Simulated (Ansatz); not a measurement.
# C on Pd(111): change of the work function

Wanted: Δφ(θ) for C/Pd(111), starting from the fcc site.

Main program and level: Ansatz 0.2.0; plane-wave DFT, PBE, Ansatz PAW.

Report form: inputs, costs, results and the conclusion, without the logs.

### Step 1. The structure

The cell holds 4 atoms: 4 Pd. Cell: a = 2.751 Å, b = 2.751 Å, c = 24.738 Å, α = 90.0°, β = 90.0°, γ = 60.0°. Vacuum lies along c.

Coordinates:

```cif
data_structure
_symmetry_space_group_name_H-M 'P 1'
_symmetry_Int_Tables_number 1
_cell_length_a 2.7506
_cell_length_b 2.7506
_cell_length_c 24.7377
_cell_angle_alpha 90.000
_cell_angle_beta 90.000
_cell_angle_gamma 60.000
_cell_volume 162.09
loop_
_atom_site_label
_atom_site_type_symbol
_atom_site_fract_x
_atom_site_fract_y
_atom_site_fract_z
_atom_site_occupancy
Pd1 Pd 0.00000 0.00000 0.36382 1
Pd2 Pd 0.33333 0.33333 0.45461 1
Pd3 Pd 0.66667 0.66667 0.54539 1
Pd4 Pd 0.00000 0.00000 0.63618 1
```

### Step 2. The clean slab

The bare slab comes first, as the zero from which every change is counted. The two lowest layers are held at bulk places and the upper ones relax. The dipole correction removes the false field that a one-sided slab makes across the periodic vacuum, so each face gets a flat vacuum level of its own.

Input file input.yaml:

```yaml
crystal:
  lattice:
    - [2.7506453788, 0.0, 0.0]
    - [1.3753226894, 2.3821287749, 0.0]
    - [0.0, 0.0, 24.7376776414]
  atoms:
    - { symbol: Pd, position: [0.0, 0.0, 0.3638174986] }
    - { symbol: Pd, position: [0.3333333333, 0.3333333333, 0.4546058329] }
    - { symbol: Pd, position: [0.6666666667, 0.6666666667, 0.5453941671] }
    - { symbol: Pd, position: [0.0, 0.0, 0.6361825014] }
kpoints:
  mp_grid: { grid: [12, 12, 1] }
hamiltonian:
  xc: pbe
scf:
  occupations: { method: fermi_dirac, width: 0.1 }
  convergence: { dr2_threshold: 1.0e-08 }
efield:
  axis: 3
  dipole_correction: true
  ramp_position: 0.97
  ramp_width: 0.06
relax:
  f_tol: 0.02
  max_steps: 60
  constraints: [{ sites: [0, 1] }]
output:
  write_potential: true
  write_density: true
  volumetric_format: npy
```

Command:

```
$ ansatz run input.yaml --threads 4 --pin off --max-ram 16384MiB --backend cpu --events-out ev --progress --plain --runs-dir out
```

Wall time 13 s (4 threads of Arm Neoverse V1, shared host); peak memory 0.49 GiB; 46 s of CPU time.

Relaxation path:

| step | energy less that of the first step (eV) | largest force component (eV/Å) |
| --- | --- | --- |
| 1 | 0.0000 | 0.3166 |
| 2 | -0.0129 | 0.1195 |
| 3 | -0.0149 | 0.0100 |

Forces are held to the 6 operations that the program found; a distortion that breaks them can't arise in this run.

The atoms that moved most (Å):

| atom | dx | dy | dz | length |
| --- | --- | --- | --- | --- |
| Pd4 | 0.000 | 0.000 | 0.106 | 0.106 |
| Pd3 | 0.000 | 0.000 | 0.048 | 0.048 |

Final coordinates:

```xyz
4
Lattice="2.7506 0.0000 0.0000 1.3753 2.3821 0.0000 0.0000 0.0000 24.7377" Properties=species:S:1:pos:R:3
Pd    0.0000    0.0000    9.0000
Pd    1.3753    0.7940   11.2459
Pd    2.7506    1.5881   13.5399
Pd    0.0000    0.0000   15.8436
```

This step gave:

```yaml
energy_at_zero_smearing: -27890.2994 eV
work_function_upper_face: 5.268 eV
dipole_along_the_normal: -7.03e-4 e·Å
```

Running mean over 2.246 Å of the planar mean; the ramp of the sawtooth is left out. Electron's electrostatic potential energy less the Fermi level against z:

| z (Å) | electron's electrostatic potential energy less the Fermi level (eV) |
| --- | --- |
| 4 | 5.25 |
| 5 | 5.25 |
| 6 | 5.19 |
| 7 | 4.40 |
| 8 | -3.11 |
| 9 | -8.25 |
| 10 | -8.48 |
| 11 | -8.56 |
| 12 | -8.24 |
| 13 | -8.35 |
| 14 | -8.28 |
| 15 | -7.94 |
| 16 | -8.01 |
| 17 | -1.45 |
| 18 | 4.73 |
| 19 | 5.23 |
| 20 | 5.27 |
| 21 | 5.27 |

The relaxation took 3 steps and lowered the energy by 0.015 eV; the largest force on the free atoms ends at 0.010 eV/Å.

The work function of the upper face is 5.27 eV.

### Step 3. Adsorbate added, k-mesh 4×4×1, coverage 0.111 ML

System of this step: Pd36C (C/Pd(111)). The cell holds 37 atoms: 36 Pd and 1 C. Its edges and angles: a = 8.252 Å, b = 8.252 Å, c = 26.387 Å, α = 90.0°, β = 90.0°, γ = 60.0°. Vacuum lies along c.

The clean slab as it ended is repeated in the plane and the adsorbate is set on one face; the cell's size fixes the coverage, and the k-mesh shrinks with it to keep the sampling density about even. Adsorbate and upper layers relax, since the dipole depends on the height.

Input file input.yaml:

```yaml
crystal:
  lattice:
    - [8.2519361365, 0.0, 0.0]
    - [4.1259680682, 7.1463863246, 0.0]
    - [0.0, 0.0, 26.386991194]
  atoms:
    - { symbol: Pd, position: [0.0, 0.0, 0.3410771593] }
    - { symbol: Pd, position: [0.1111111111, 0.1111111111, 0.4261907872] }
    - { symbol: Pd, position: [0.2222222222, 0.2222222222, 0.5131272712] }
    - { symbol: Pd, position: [0.0, 0.0, 0.6004330023] }
    - { symbol: Pd, position: [0.0, 0.3333333333, 0.3410771593] }
    - { symbol: Pd, position: [0.1111111111, 0.4444444444, 0.4261907872] }
    - { symbol: Pd, position: [0.2222222222, 0.5555555556, 0.5131272712] }
    - { symbol: Pd, position: [0.0, 0.3333333333, 0.6004330023] }
[... 25 atom lines left out ...]
    - { symbol: Pd, position: [0.7777777778, 0.7777777778, 0.4261907872] }
    - { symbol: Pd, position: [0.8888888889, 0.8888888889, 0.5131272712] }
    - { symbol: Pd, position: [0.6666666667, 0.6666666667, 0.6004330023] }
    - { symbol: C, position: [0.1111111111, 0.1111111111, 0.6589228407] }
kpoints:
  mp_grid: { grid: [4, 4, 1] }
hamiltonian:
  xc: pbe
scf:
  occupations: { method: fermi_dirac, width: 0.1 }
  convergence: { dr2_threshold: 1.0e-08 }
efield:
  axis: 3
  dipole_correction: true
  ramp_position: 0.97
  ramp_width: 0.06
relax:
  f_tol: 0.02
  max_steps: 60
  constraints:
    - { sites: [0, 1, 4, 5, 8, 9, 12, 13, 16, 17, 20, 21, 24, 25, 28, 29, 32, 33] }
output:
  write_potential: true
  write_density: true
  volumetric_format: npy
```

Run time: 15 min. Hardware: 4 threads; peak memory 10 GiB; 44 min of CPU time.

Relaxation path:

| step | energy less that of the first step (eV) | largest force component (eV/Å) |
| --- | --- | --- |
| 1 | 0.0000 | 4.2856 |
| 2 | -1.0358 | 2.8972 |
| 3 | -1.4374 | 0.8724 |
| 4 | -1.5345 | 0.3556 |
| 5 | -1.5482 | 0.0673 |
| 6 | -1.5490 | 0.0165 |

Forces are held to the 6 operations that the program found; a distortion that breaks them can't arise in this run.

The atoms that moved most (Å):

| atom | dx | dy | dz | length |
| --- | --- | --- | --- | --- |
| C37 | 0.000 | 0.000 | -0.565 | 0.565 |
| Pd4 | -0.061 | -0.035 | 0.125 | 0.144 |
| Pd16 | 0.061 | -0.035 | 0.125 | 0.144 |
| Pd8 | 0.000 | 0.070 | 0.125 | 0.144 |
| Pd32 | -0.022 | 0.013 | -0.020 | 0.032 |
| Pd24 | 0.000 | -0.026 | -0.020 | 0.032 |
| Pd20 | 0.022 | 0.013 | -0.020 | 0.032 |
| Pd35 | 0.007 | 0.004 | 0.021 | 0.022 |

Final coordinates:

```xyz
37
Lattice="8.2519 0.0000 0.0000 4.1260 7.1464 0.0000 0.0000 0.0000 26.3870" Properties=species:S:1:pos:R:3
Pd    0.0000    0.0000    9.0000
Pd    1.3753    0.7940   11.2459
Pd    2.7470    1.5860   13.5519
Pd   -0.0610   -0.0352   15.9689
Pd    1.3753    2.3821    9.0000
Pd    2.7506    3.1762   11.2459
Pd    4.1244    3.9711   13.5297
Pd    1.3753    2.4526   15.9689
Pd    2.7506    4.7643    9.0000
Pd    4.1260    5.5583   11.2459
Pd    5.5013    6.3565   13.5519
Pd    2.7548    4.7619   15.8482
Pd    2.7506    0.0000    9.0000
Pd    4.1260    0.7940   11.2459
Pd    5.5013    1.5862   13.5297
Pd    2.8117   -0.0352   15.9689
Pd    4.1260    2.3821    9.0000
Pd    5.5013    3.1762   11.2459
Pd    6.8782    3.9711   13.5297
Pd    4.1483    2.3950   15.8239
Pd    5.5013    4.7643    9.0000
Pd    6.8766    5.5583   11.2459
Pd    8.2447    6.3565   13.5604
Pd    5.5013    4.7385   15.8239
Pd    5.5013    0.0000    9.0000
Pd    6.8766    0.7940   11.2459
Pd    8.2556    1.5860   13.5519
Pd    5.5013    0.0048   15.8482
Pd    6.8766    2.3821    9.0000
Pd    8.2519    3.1762   11.2459
Pd    9.6273    3.9619   13.5604
Pd    6.8543    2.3950   15.8239
Pd    8.2519    4.7643    9.0000
Pd    9.6273    5.5583   11.2459
Pd   11.0098    6.3565   13.5604
Pd    8.2478    4.7619   15.8482
C     1.3753    0.7940   16.8219
```

Read from the output:

* energy at zero smearing: -251262.7331 eV
* work function, upper face: 5.379 eV
* work function, lower face: 5.251 eV
* dipole along the normal: -0.04196 e·Å
* step between the vacuum levels: 0.1288 eV

Running mean over 2.246 Å of the planar mean; the ramp of the sawtooth is left out. Table of electron's electrostatic potential energy less the Fermi level by z:

| z (Å) | electron's electrostatic potential energy less the Fermi level (eV) |
| --- | --- |
| 3.5 | 5.25 |
| 4.0 | 5.25 |
| 4.5 | 5.25 |
| 5.0 | 5.25 |
| 5.5 | 5.24 |
| 6.0 | 5.20 |
| 6.5 | 5.04 |
| 7.0 | 4.39 |
| 7.5 | 1.80 |
| 8.0 | -3.10 |
| 8.5 | -7.05 |
| 9.0 | -8.25 |
| 9.5 | -8.43 |
| 10.0 | -8.48 |
| 10.5 | -8.51 |
| 11.0 | -8.55 |
| 11.5 | -8.49 |
| 12.0 | -8.18 |
| 12.5 | -8.04 |
| 13.0 | -8.30 |
| 13.5 | -8.48 |
| 14.0 | -8.24 |
| 14.5 | -7.76 |
| 15.0 | -7.82 |
| 15.5 | -8.44 |
| 16.0 | -8.70 |
| 16.5 | -7.01 |
| 17.0 | -2.52 |
| 17.5 | 2.12 |
| 18.0 | 4.42 |
| 18.5 | 5.15 |
| 19.0 | 5.32 |
| 19.5 | 5.37 |
| 20.0 | 5.38 |
| 20.5 | 5.38 |
| 21.0 | 5.38 |
| 21.5 | 5.38 |
| 22.0 | 5.38 |
| 22.5 | 5.38 |
| 23.0 | 5.38 |

The relaxation took 6 steps and lowered the energy by 1.5 eV; the largest force on the free atoms ends at 0.017 eV/Å.

The covered face has 5.38 eV, +0.11 eV against the clean one; the bare back face has moved by +0.00 eV, a measure of how thin the slab is.

### Step 4. The covered slab, k-mesh 6×6×1, coverage 0.25 ML

System of this step: Pd16C (C/Pd(111)). The cell holds 17 atoms: 16 Pd and 1 C. Its edges and angles: a = 5.501 Å, b = 5.501 Å, c = 26.387 Å, α = 90.0°, β = 90.0°, γ = 60.0°. Vacuum lies along c.

Another coverage, to see how the dipoles act on each other as their distance changes.

Input file input.yaml:

```yaml
crystal:
  lattice:
    - [5.5012907577, 0.0, 0.0]
    - [2.7506453788, 4.7642575497, 0.0]
    - [0.0, 0.0, 26.386991194]
  atoms:
    - { symbol: Pd, position: [0.0, 0.0, 0.3410771593] }
    - { symbol: Pd, position: [0.1666666667, 0.1666666667, 0.4261907872] }
    - { symbol: Pd, position: [0.3333333333, 0.3333333333, 0.5131272712] }
    - { symbol: Pd, position: [0.0, 0.0, 0.6004330023] }
    - { symbol: Pd, position: [0.0, 0.5, 0.3410771593] }
    - { symbol: Pd, position: [0.1666666667, 0.6666666667, 0.4261907872] }
    - { symbol: Pd, position: [0.3333333333, 0.8333333333, 0.5131272712] }
    - { symbol: Pd, position: [0.0, 0.5, 0.6004330023] }
    - { symbol: Pd, position: [0.5, 0.0, 0.3410771593] }
    - { symbol: Pd, position: [0.6666666667, 0.1666666667, 0.4261907872] }
    - { symbol: Pd, position: [0.8333333333, 0.3333333333, 0.5131272712] }
    - { symbol: Pd, position: [0.5, 0.0, 0.6004330023] }
    - { symbol: Pd, position: [0.5, 0.5, 0.3410771593] }
    - { symbol: Pd, position: [0.6666666667, 0.6666666667, 0.4261907872] }
    - { symbol: Pd, position: [0.8333333333, 0.8333333333, 0.5131272712] }
    - { symbol: Pd, position: [0.5, 0.5, 0.6004330023] }
    - { symbol: C, position: [0.1666666667, 0.1666666667, 0.6589228407] }
kpoints:
  mp_grid: { grid: [6, 6, 1] }
hamiltonian:
  xc: pbe
scf:
  occupations: { method: fermi_dirac, width: 0.1 }
  convergence: { dr2_threshold: 1.0e-08 }
efield:
  axis: 3
  dipole_correction: true
  ramp_position: 0.97
  ramp_width: 0.06
relax:
  f_tol: 0.02
  max_steps: 60
  constraints: [{ sites: [0, 1, 4, 5, 8, 9, 12, 13] }]
output:
  dos: { projected: true, e_range: [-8, 4] }
  write_potential: true
  write_density: true
  volumetric_format: npy
  elf: true
```

The job ended after 2.4 min (4 threads; peak memory 2.9 GiB; 9.5 min of CPU time).

The steps of the relaxation:

| step | energy less that of the first step (eV) | largest force component (eV/Å) |
| --- | --- | --- |
| 1 | 0.0000 | 4.2759 |
| 2 | -1.0082 | 2.9326 |
| 3 | -1.4202 | 0.8055 |
| 4 | -1.4776 | 0.1838 |
| 5 | -1.4798 | 0.0064 |

Forces are held to the 6 operations that the program found; a distortion that breaks them can't arise in this run.

The atoms that moved most (Å):

| atom | dx | dy | dz | length |
| --- | --- | --- | --- | --- |
| C17 | 0.000 | 0.000 | -0.461 | 0.461 |
| Pd4 | -0.024 | -0.014 | 0.122 | 0.125 |
| Pd12 | 0.024 | -0.014 | 0.122 | 0.125 |
| Pd8 | 0.000 | 0.027 | 0.122 | 0.125 |
| Pd15 | 0.000 | 0.000 | 0.076 | 0.076 |
| Pd16 | 0.000 | 0.000 | -0.049 | 0.049 |

Final coordinates:

```xyz
17
Lattice="5.5013 0.0000 0.0000 2.7506 4.7643 0.0000 0.0000 0.0000 26.3870" Properties=species:S:1:pos:R:3
Pd    0.0000    0.0000    9.0000
Pd    1.3753    0.7940   11.2459
Pd    2.7471    1.5860   13.5374
Pd   -0.0238   -0.0137   15.9657
Pd    1.3753    2.3821    9.0000
Pd    2.7506    3.1762   11.2459
Pd    4.1260    3.9743   13.5374
Pd    1.3753    2.4096   15.9657
Pd    2.7506    0.0000    9.0000
Pd    4.1260    0.7940   11.2459
Pd    5.5048    1.5860   13.5374
Pd    2.7744   -0.0137   15.9657
Pd    4.1260    2.3821    9.0000
Pd    5.5013    3.1762   11.2459
Pd    6.8766    3.9702   13.6160
Pd    4.1260    2.3821   15.7944
C     1.3753    0.7940   16.9261
```

Read from the output:

* energy at zero smearing: -111811.1273 eV
* work function, upper face: 5.531 eV
* work function, lower face: 5.245 eV
* dipole along the normal: -0.04136 e·Å
* step between the vacuum levels: 0.2855 eV

The density of states has structure finer than the step of the table below, so its rows give means over 0.5 eV. Peaks (eV: height): -2.89: 62.2, -2.77: 67.6, -2.59: 61.5, -2.41: 79.2, -2.26: 74.6, -1.71: 61.8, -0.30: 64.0.

Density of states against energy, zero at the Fermi level; means over each step:

| energy (eV) | density of states (states/eV a cell) |
| --- | --- |
| -7.0 | 0 |
| -6.5 | 0.483 |
| -6.0 | 5.23 |
| -5.5 | 5.75 |
| -5.0 | 11.9 |
| -4.5 | 28.6 |
| -4.0 | 29.1 |
| -3.5 | 26.7 |
| -3.0 | 33.7 |
| -2.5 | 40.8 |
| -2.0 | 31.4 |
| -1.5 | 35.4 |
| -1.0 | 34.2 |
| -0.5 | 33.6 |
| 0.0 | 27.5 |
| 0.5 | 5.38 |
| 1.0 | 7.47 |
| 1.5 | 5.40 |

Projected DOS per atom over height of the atomic layer and energy from the Fermi level. Layers: Pd4 Pd4 Pd4 Pd4 C from below.

Ten even steps from '0' (0.00 states/eV) to '9' (2.82 states/eV), each cell a mean:
```
00002
00015
00002
00002
78621
77651
85661
75761
85571
98771
77770
44660
55551
59761
27631
01134
00024
00013
00000
00000
00000
00000
```
Columns: height of the atomic layer (Å) from 9 to 16.9 (not evenly spaced); rows upwards: energy from the Fermi level (eV) from -7.96 to 1.95.

Electrostatic potential energy in the ca plane at fractional y = 0.167, with atoms of Pd and C within 0.2 Å of it. With pseudopotentials it is smooth inside the atoms' cores, unlike the true potential.

Values in eV, 8 rows by 16 columns, each cell a mean:
```
-14  -1   3   4  -2 -14   3 -14   0   8   9   9   9   9   9   9
 -1   3 -16 -13   2  -2   5  -2   4   8   9   9   9   9   9   9
  5   4 -35 -31   5   5   7   5   7   8   9   9   9   9   9   9
 -1   3 -18 -15   3   0   5  -2   4   8   9   9   9   9   9   9
-14  -1   3   4  -2 -14   3 -14   0   8   9   9   9   9   9   9
 -1   3 -16 -13   2  -2   5  -2 -11   5   9   9   9   9   9   9
  5   4 -35 -31   5   5   7   2 -39  -5   9   9   9   9   9   9
 -1   3 -18 -15   3  -1   5  -2 -13   4   9   9   9   9   9   9
```
Columns run along c (16.0 Å, from fractional 0.32 to 0.93 of the cell; values clipped at the 3rd and 97th percentile), rows up along a (5.5 Å). Atoms in or near the plane, at fractional coordinates: Pd at (0.43, 0.17), Pd at (0.43, 0.67), C at (0.64, 0.17).

Valence density in the ca plane at fractional y = 0.167, with atoms of Pd and C within 0.2 Å of it. It is the smooth field of the valence electrons, not physical close to the nuclei.

Ten steps, logarithmic in the rise over the least value, from '0' (0 e/Å³) to '9' (13 e/Å³), each cell a mean:
```
45542222222235553224554321000000000000000000
45542223322235553223554210000000000000000000
34432245642224432223443210000000000000000000
22222378974222222112222100000000000000000000
12222489985222221111221100000000000000000000
22222479985222221112221100000000000000000000
23322357763223332122332100000000000000000000
45532233432234542223553210000000000000000000
45542222222235653224554210000000000000000000
34432234432234543223444321000000000000000000
23322357763223332112344443100000000000000000
12222479985222221111235554200000000000000000
12222489985222221111235554200000000000000000
22222368974222221112334543100000000000000000
34432245542223432123444432100000000000000000
```
Columns run along c (16.0 Å, from fractional 0.32 to 0.93 of the cell), rows up along a (5.5 Å). Atoms in or near the plane, at fractional coordinates: Pd at (0.43, 0.17), Pd at (0.43, 0.67), C at (0.64, 0.17).

ELF in the ca plane at fractional y = 0.167, with atoms of Pd and C within 0.2 Å of it. It is the smooth field of the valence electrons, not physical close to the nuclei.

Values, 8 rows by 16 columns, each cell a mean:
```
0.37 0.24 0.19 0.20 0.26 0.36 0.19 0.36 0.27 0.22 0.05 0.00 0.00 0.00 0.00 0.00
0.25 0.20 0.36 0.34 0.21 0.25 0.18 0.24 0.19 0.07 0.01 0.00 0.00 0.00 0.00 0.00
0.21 0.21 0.42 0.42 0.20 0.19 0.16 0.21 0.19 0.06 0.01 0.00 0.00 0.00 0.00 0.00
0.25 0.20 0.38 0.36 0.20 0.23 0.18 0.24 0.19 0.07 0.01 0.00 0.00 0.00 0.00 0.00
0.37 0.24 0.19 0.20 0.26 0.36 0.19 0.36 0.27 0.21 0.04 0.00 0.00 0.00 0.00 0.00
0.25 0.20 0.36 0.34 0.21 0.25 0.16 0.26 0.61 0.68 0.20 0.01 0.00 0.00 0.00 0.00
0.21 0.21 0.43 0.42 0.21 0.19 0.13 0.33 0.41 0.81 0.33 0.02 0.00 0.00 0.00 0.00
0.25 0.20 0.38 0.36 0.21 0.23 0.16 0.26 0.61 0.70 0.21 0.01 0.00 0.00 0.00 0.00
```
Columns run along c (16.0 Å, from fractional 0.32 to 0.93 of the cell), rows up along a (5.5 Å). Atoms in or near the plane, at fractional coordinates: Pd at (0.43, 0.17), Pd at (0.43, 0.67), C at (0.64, 0.17).

The relaxation took 5 steps and lowered the energy by 1.5 eV; the largest force on the free atoms ends at 0.0064 eV/Å.

By hand: a sheet of dipoles makes a step −p/(ε₀A) in the electron's potential. With e/ε₀ = 180.95 V·Å, p = -0.04136 e·Å and A = 26.21 Å², that is −180.95 × (-0.04136) / 26.21 = +0.286 eV, and the two vacuum levels of the run differ by +0.286 eV.

The covered face has 5.53 eV, +0.26 eV against the clean one; the bare back face has moved by -0.00 eV, a measure of how thin the slab is.

### Step 5. Adsorbate added, k-mesh 6×6×1, coverage 0.5 ML

System of this step: Pd8C (C/Pd(111)). The cell holds 18 atoms: 16 Pd and 2 C. Cell: a = 5.501 Å, b = 5.501 Å, c = 26.387 Å, α = 90.0°, β = 90.0°, γ = 60.0°. Vacuum lies along c.

Edit input.yaml of step 4 so:

```diff
@@ -23,2 +23,3 @@
     - { symbol: C, position: [0.1666666667, 0.1666666667, 0.6589228407] }
+    - { symbol: C, position: [0.6666666667, 0.1666666667, 0.6589228407] }
 kpoints:
```

The job ended after 5.8 min (4 threads; peak memory 3.3 GiB; 22 min of CPU time).

(Part 1 of 2 ends here.)

[Long decimals in the printed logs are rounded to 6 places.]

[Logs are printed without paths, hosts, clocks, repeated set-up lines and the standing remarks that a program may print on its own settings, such as how far it seeks lower states.]

[Hosts, paths, dates, database ids (printed as entryN), source tags and the programs' standing remarks are cut or masked in the printed files.]

[Maps of the electrostatic potential energy from Ansatz leave out the sawtooth potential of an applied field or a dipole correction, so their vacuum need not be flat; planar profiles and work functions include it.]

[The density of states shown here was stored with 400 of the rows of the run's finer table, so its peaks can read low, often by over a quarter, or be missed, and its means over a window can be off by a tenth or more.]
